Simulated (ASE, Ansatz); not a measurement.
**Random fluorite-type alloy of CaF2 and CdF2 (96 atoms) in motion**

Aim: follow random fluorite-type alloy of CaF2 and CdF2 (96 atoms) for a short time with forces from DFT, then look at structure and electrons in the last frame.

Program: Ansatz 0.2.0. Level of theory: Kohn-Sham DFT, revPBE, PAW (set soft_2), plane waves. Results are calculated unless marked as measured.

### Step 1. Starting point

The cell holds 96 atoms: 24 Cd, 64 F and 8 Ca. Its edges and angles: a = 10.816 Å, b = 10.816 Å, c = 10.816 Å, α = 90.0°, β = 90.0°, γ = 90.0°. It derives from CaF2 (fluorite-type) and CdF2, repeated 2×2×2. Fluorite-type CaF2, 2 x 2 x 2 conventional cells, 24 of 32 Ca sites given to Cd at random (x = 0.750), lattice by Vegard's rule (a = 5.408 Å); every coordinate displaced by a Gaussian of 0.09 Å.

Limits known from the start: The host structure and its lattice constant were typed by rule, without a check against the phase diagram. Only the Γ point is sampled, in a cell whose shortest periodic width is 11 Å.

### Step 2. Dynamics at 900 K

A Nosé–Hoover thermostat steers the temperature while disturbing the dynamics little. The time step is 1.0 fs.

Contents of input.yaml:

```yaml
crystal:
  lattice:
    - [10.8164, 0.0, 0.0]
    - [0.0, 10.8164, 0.0]
    - [0.0, 0.0, 10.8164]
  atoms:
    - { symbol: Cd, position: [0.99781, 0.99575, 0.99431] }
    - { symbol: F, position: [0.12146, 0.12203, 0.12146] }
    - { symbol: F, position: [0.36886, 0.37628, 0.37203] }
    - { symbol: Cd, position: [0.991, 0.24028, 0.2387] }
    [... 86 atom lines left out ...]
    - { symbol: Ca, position: [0.7595, 0.50502, 0.75306] }
    - { symbol: F, position: [0.8693, 0.62684, 0.88036] }
    - { symbol: F, position: [0.62566, 0.88564, 0.61242] }
    - { symbol: Cd, position: [0.75458, 0.7508, 0.49057] }
    - { symbol: F, position: [0.87035, 0.87527, 0.62238] }
    - { symbol: F, position: [0.62963, 0.61922, 0.87473] }
kpoints:
  mp_grid: { grid: [1, 1, 1] }
hamiltonian:
  xc: revpbe
scf:
  occupations: { method: fermi_dirac, width: 0.05 }
output:
  forces: true
md:
  timestep: 1.0
  n_steps: 108
  ensemble: nvt_nose_hoover
  temperature: 900
  initial_velocities: maxwell_boltzmann
  seed: 2770
```

Started as:

```sh
> ansatz run input.yaml --threads 4 --pin off --max-ram 8192MiB --backend cpu --events-out ev --progress --plain --runs-dir out
```

Wall time 23 min (4 threads of Arm Neoverse V2, shared host); peak memory 2.3 GiB.

The program notes that it switched symmetry off.

The trajectory, sampled:

```csv
time (fs),T (K),potential (meV/atom),conserved (meV/atom)
0.0,900,0.0,0.00
7.0,896,0.5,-0.01
14.0,929,-3.7,-0.03
22.0,893,0.9,-0.02
29.0,810,11.5,-0.01
36.0,739,20.6,-0.01
43.0,702,25.6,-0.01
50.0,706,25.5,-0.01
58.0,743,21.6,-0.01
65.0,787,16.9,-0.02
72.0,817,14.1,-0.02
79.0,811,16.3,-0.02
86.0,790,20.3,-0.01
94.0,792,21.9,-0.01
101.0,789,24.0,-0.01
108.0,774,27.7,0.00
```

Mean square displacement from the first frame to the last: Cd 0.067 Å², F 0.11 Å², Ca 0.10 Å².

The mean square displacement by time lag:

```
time lag (fs)  Ca (Å²)  Cd (Å²)   F (Å²)
          1.0   6.1e-5   1.5e-5   1.1e-4
          3.0   5.5e-4   1.4e-4   9.7e-4
          5.0  0.00152   3.7e-4  0.00268
          7.0  0.00296   7.2e-4  0.00522
          9.0  0.00485  0.00119  0.00855
         12.0  0.00848  0.00208   0.0149
         14.0   0.0114  0.00281   0.0200
         16.0   0.0147  0.00363   0.0256
         18.0   0.0183  0.00454   0.0318
         20.0   0.0222  0.00553   0.0383
         23.0   0.0285  0.00717   0.0487
         25.0   0.0329  0.00836   0.0558
         27.0   0.0375  0.00961   0.0630
         29.0   0.0422   0.0109   0.0702
         31.0   0.0470   0.0123   0.0773
         34.0   0.0541   0.0144   0.0876
         36.0   0.0588   0.0159   0.0941
         38.0   0.0634   0.0174    0.100
         40.0   0.0679   0.0190    0.106
         42.0   0.0722   0.0206    0.111
         45.0   0.0784   0.0230    0.118
         47.0   0.0822   0.0246    0.122
         49.0   0.0858   0.0262    0.125
         51.0   0.0892   0.0279    0.128
         54.0   0.0938   0.0304    0.131
```

Over the second half of 108 fs the temperature averages 787 K with swings of 24 K r.m.s. The conserved energy stays within 0.03 meV/atom. From first frame to last F has the largest mean square displacement, 0.11 Å² at the end; the farthest move is 0.58 Å. The run spans 0.11 ps, too short for its means to be equilibrium values.

### Step 3. Local order late in the run

The g(r) is a mean over the second half; what follows it is taken at the last frame.

Density 5.56 g/cm³, 13.18 Å³ an atom.

Mean of 15 frames. Pair distribution functions g(r), in bins of 0.2 Å:

| r (Å) | total | F-F | F-Cd | F-Ca | Cd-Cd | Cd-Ca | Ca-Ca |
| --- | --- | --- | --- | --- | --- | --- | --- |
| 1.90 | 0.01 | 0.00 | 0.03 | 0.00 | 0.00 | 0.00 | 0.00 |
| 2.10 | 0.99 | 0.00 | 2.17 | 2.44 | 0.00 | 0.00 | 0.00 |
| 2.30 | 2.61 | 0.17 | 5.70 | 5.71 | 0.00 | 0.00 | 0.00 |
| 2.50 | 1.96 | 1.64 | 2.83 | 2.58 | 0.00 | 0.00 | 0.00 |
| 2.70 | 1.52 | 2.77 | 0.66 | 0.68 | 0.00 | 0.00 | 0.00 |
| 2.90 | 0.75 | 1.59 | 0.08 | 0.10 | 0.00 | 0.00 | 0.00 |
| 3.10 | 0.13 | 0.29 | 0.00 | 0.00 | 0.00 | 0.00 | 0.00 |
| 3.30 | 0.10 | 0.23 | 0.00 | 0.00 | 0.00 | 0.05 | 0.00 |
| 3.50 | 0.49 | 0.88 | 0.00 | 0.00 | 0.67 | 1.34 | 0.00 |
| 3.70 | 1.46 | 2.02 | 0.00 | 0.00 | 4.95 | 5.52 | 3.17 |
| 3.90 | 1.54 | 2.04 | 0.09 | 0.08 | 5.29 | 5.60 | 3.60 |
| 4.10 | 0.95 | 0.99 | 0.75 | 0.72 | 1.45 | 1.79 | 1.44 |
| 4.30 | 1.36 | 0.53 | 2.45 | 2.65 | 0.07 | 0.12 | 0.18 |
| 4.50 | 1.98 | 0.87 | 3.57 | 3.57 | 0.00 | 0.00 | 0.00 |
| 4.70 | 1.31 | 0.95 | 2.08 | 1.77 | 0.00 | 0.00 | 0.00 |
| 4.90 | 0.47 | 0.61 | 0.42 | 0.51 | 0.04 | 0.02 | 0.00 |
| 5.10 | 0.27 | 0.41 | 0.05 | 0.09 | 0.38 | 0.71 | 0.60 |
| 5.30 | 0.41 | 0.61 | 0.03 | 0.07 | 1.15 | 1.09 | 0.53 |
| 5.50 | 0.60 | 0.69 | 0.40 | 0.44 | 1.06 | 1.01 | 0.45 |
| 5.70 | 1.11 | 0.91 | 1.46 | 1.42 | 0.44 | 0.71 | 0.58 |
| 5.90 | 1.52 | 1.48 | 1.97 | 1.85 | 0.04 | 0.04 | 0.00 |
| 6.10 | 1.34 | 1.77 | 1.21 | 1.28 | 0.02 | 0.11 | 0.50 |
| 6.30 | 0.95 | 1.56 | 0.34 | 0.32 | 0.91 | 0.89 | 1.30 |
| 6.50 | 1.09 | 1.59 | 0.12 | 0.19 | 3.06 | 2.90 | 2.35 |
| 6.70 | 1.25 | 1.36 | 0.62 | 0.66 | 3.51 | 2.61 | 4.55 |
| 6.90 | 1.18 | 0.69 | 1.68 | 1.58 | 1.18 | 1.05 | 1.70 |
| 7.10 | 0.91 | 0.27 | 1.72 | 1.73 | 0.18 | 0.34 | 0.38 |
| 7.30 | 0.53 | 0.26 | 0.88 | 0.86 | 0.17 | 0.40 | 0.06 |

Bonds by pair of elements; cutoffs follow the first minimum of g(r), held within bounds set by covalent radii, and pairs that aren't listed don't count as bonded:

```
pair A-B  cutoff (Å)  bonds  mean length (Å)  spread (Å)  shortest (Å)  B about A  A about B
    F-Cd        2.91    192             2.36       0.176          2.00          3          8
    F-Ca        3.12     64             2.36       0.182          2.05          1          8
```

How many atoms have how many bonded neighbours:

```csv
element,mean,4,8
Ca,8,0,8
Cd,8,0,24
F,4,64,0
```

Bond angles (no mean is given where the spread exceeds 20°):

```csv
angle,count,mean (°),spread (°)
F-Cd-F,672,-,-
F-Ca-F,224,-,-
Cd-F-Cd,208,109,7.1
Ca-F-Cd,160,109,6.9
Ca-F-Ca,16,110,7.4
```

For some of the pairs, g(r) has its first main peak near 2.73 Å (F-F), 2.31 Å (F-Cd), 2.27 Å (F-Ca), 3.78 Å (Cd-Cd), 3.82 Å (Cd-Ca) and 3.88 Å (Ca-Ca). Counting bonds as in the table, all Ca atoms have 8, all Cd atoms have 8 and all F atoms have 4 bonded neighbours.

### Step 4. Single point at the last frame

The last frame is solved once more, with the analyses that the dynamics left out.

Contents of input.yaml:

```yaml
crystal:
  lattice:
    - [10.8164, 0.0, 0.0]
    - [0.0, 10.8164, 0.0]
    - [0.0, 0.0, 10.8164]
  atoms:
    - { symbol: Cd, position: [0.01141, 0.99439, 0.99424] }
    - { symbol: F, position: [0.13762, 0.13911, 0.11192] }
    - { symbol: F, position: [0.36569, 0.38925, 0.39111] }
    - { symbol: Cd, position: [0.01009, 0.24884, 0.24617] }
    [... 86 atom lines left out ...]
    - { symbol: Ca, position: [0.74813, 0.50779, 0.75474] }
    - { symbol: F, position: [0.85763, 0.62067, 0.86184] }
    - { symbol: F, position: [0.62111, 0.88656, 0.58365] }
    - { symbol: Cd, position: [0.75232, 0.74949, 0.48095] }
    - { symbol: F, position: [0.87145, 0.87477, 0.62036] }
    - { symbol: F, position: [0.6089, 0.61082, 0.87041] }
kpoints:
  mp_grid: { grid: [1, 1, 1] }
hamiltonian:
  xc: revpbe
scf:
  occupations: { method: fermi_dirac, width: 0.05 }
output:
  forces: true
  stress: true
  populations: true
  dos:
    method: { smearing: { sigma: 0.15 } }
    de: 0.1
    projected: { site_lists: { Ca: [Ca], Cd: [Cd], F: [F] } }
  eigenvalues: true
  write_density: true
  write_potential: true
  volumetric_format: npy
  elf: true
```

Elapsed: 39 s, on 4 threads; peak memory 2.1 GiB.

The run gave:

```yaml
free_energy: -264696.8323 eV
free_energy_per_atom: -2757.2587 eV/atom
scf_cycles: 10
pressure: 12.52 GPa
r_m_s_force_component: 0.8084 eV/Å
longest_force: 2.988 eV/Å
fermi_energy: 8.047 eV
spacing_of_highest_filled_and_lowest_empty_level: 3.158 eV
spilling_of_the_projection: 0.004838
```

Length of the force by element:

```csv
element,coordination,atoms,mean length of the force (eV/Å),spread,least,most
Ca,all,8,1.62,0.320,1.03,2.07
Cd,all,24,1.38,0.632,0.335,2.32
F,all,64,1.19,0.565,0.262,2.99
```

Löwdin charges by element (they lack the spilled electrons, 0.051 e an atom on average):

| element | coordination | atoms | mean charge (e) | spread | least | most |
| --- | --- | --- | --- | --- | --- | --- |
| Ca | all | 8 | 1.74 | 0.002 | 1.74 | 1.74 |
| Cd | all | 24 | 1.56 | 0.0073 | 1.54 | 1.57 |
| F | all | 64 | -0.727 | 0.0117 | -0.753 | -0.705 |

Charge against the make-up of the first shell:

| Cd neighbours of F | atoms | mean charge (e) |
| --- | --- | --- |
| 1 | 1 | -0.747 |
| 2 | 13 | -0.74 |
| 3 | 35 | -0.727 |
| 4 | 15 | -0.713 |

Density of states as counts of states in windows of 1 eV (from the Fermi level), total and the larger projections:

```csv
from (eV),to (eV),total,F p,Cd d,Cd s
-10,-9,0.0,0.0,0.0,0.0
-9,-8,5.5,1.4,4.1,0.0
-8,-7,118.5,22.6,94.7,0.6
-7,-6,116.9,13.6,101.9,0.6
-6,-5,40.2,28.5,6.9,4.1
-5,-4,95.5,81.9,8.7,2.2
-4,-3,119.8,106.8,9.9,0.5
-3,-2,101.0,89.7,10.1,0.2
-2,-1,26.5,23.9,2.4,0.1
-1,1,0.0,0.0,0.0,0.0
1,2,2.0,0.1,0.0,1.3
2,3,1.5,0.3,0.0,1.0
3,4,10.4,1.7,0.0,7.1
4,5,16.7,3.0,0.0,11.9
```

Between -26 and -10 eV lie 176 more states.

The stored curve holds about 800 of the 1008 electrons; the rest, give or take the few that broadening carries across the Fermi level, lie in deeper levels below its range.

The levels nearest the highest filled one (over half full), pooled over k-points and spins:

```csv
level less the highest filled one (eV),occupation
-0.242,2
-0.190,2
-0.151,2
-0.138,2
-0.0468,2
0,2
3.16,0
4.53,0
4.71,0
4.94,0
5.16,0
5.32,0
```

Mean Löwdin charges: Ca +1.74, Cd +1.56, F -0.73 e (they miss 0.48 % of the electrons, so they add up to more than the cell's charge). The charge on F changes by +0.013 e for each Cd neighbour that takes the place of another kind, on average. The largest share in the top eV of filled states is F p (89 % of the projected weight), and in the lowest eV of empty states Cd s (65 % of the projected weight).

### Step 5. What came out

```
mean temperature, second half                                : 787.4 K
temperature swing, second half                               : 23.5 K
slope of the conserved energy against time, by least squares : 0.0413 meV/atom/ps
free energy per atom                                         : -2757.2587 eV/atom
density                                                      : 5.556 g/cm³
pressure                                                     : 12.52 GPa
r.m.s. force component                                       : 0.8084 eV/Å
gap (highest filled to lowest empty level)             : 3.158 eV
wall time of the 2 DFT runs                                  : 24 min
```

Over the second half of 108 fs the temperature averages 787 K with swings of 24 K r.m.s. The conserved energy stays within 0.03 meV/atom. The run spans 0.11 ps, too short for its means to be equilibrium values. Counting bonds as in the table, all Ca atoms have 8, all Cd atoms have 8 and all F atoms have 4 bonded neighbours. Filled and empty levels are parted by 3.16 eV at Γ alone; the mesh holds the band edges only if they fold onto it, so the gap at this level can be narrower or closed, while semilocal functionals tend to narrow gaps against experiment.

What to keep in mind: The pressure of 13 GPa is that of one thermal frame at a volume set beforehand, without the kinetic term.

[Logs are printed without paths, hosts, clocks, repeated set-up lines and the standing remarks that a program may print on its own settings, such as how far it seeks lower states.]

[Hosts, paths, dates, database ids (printed as entryN), source tags and the programs' standing remarks are cut or masked in the printed files.]
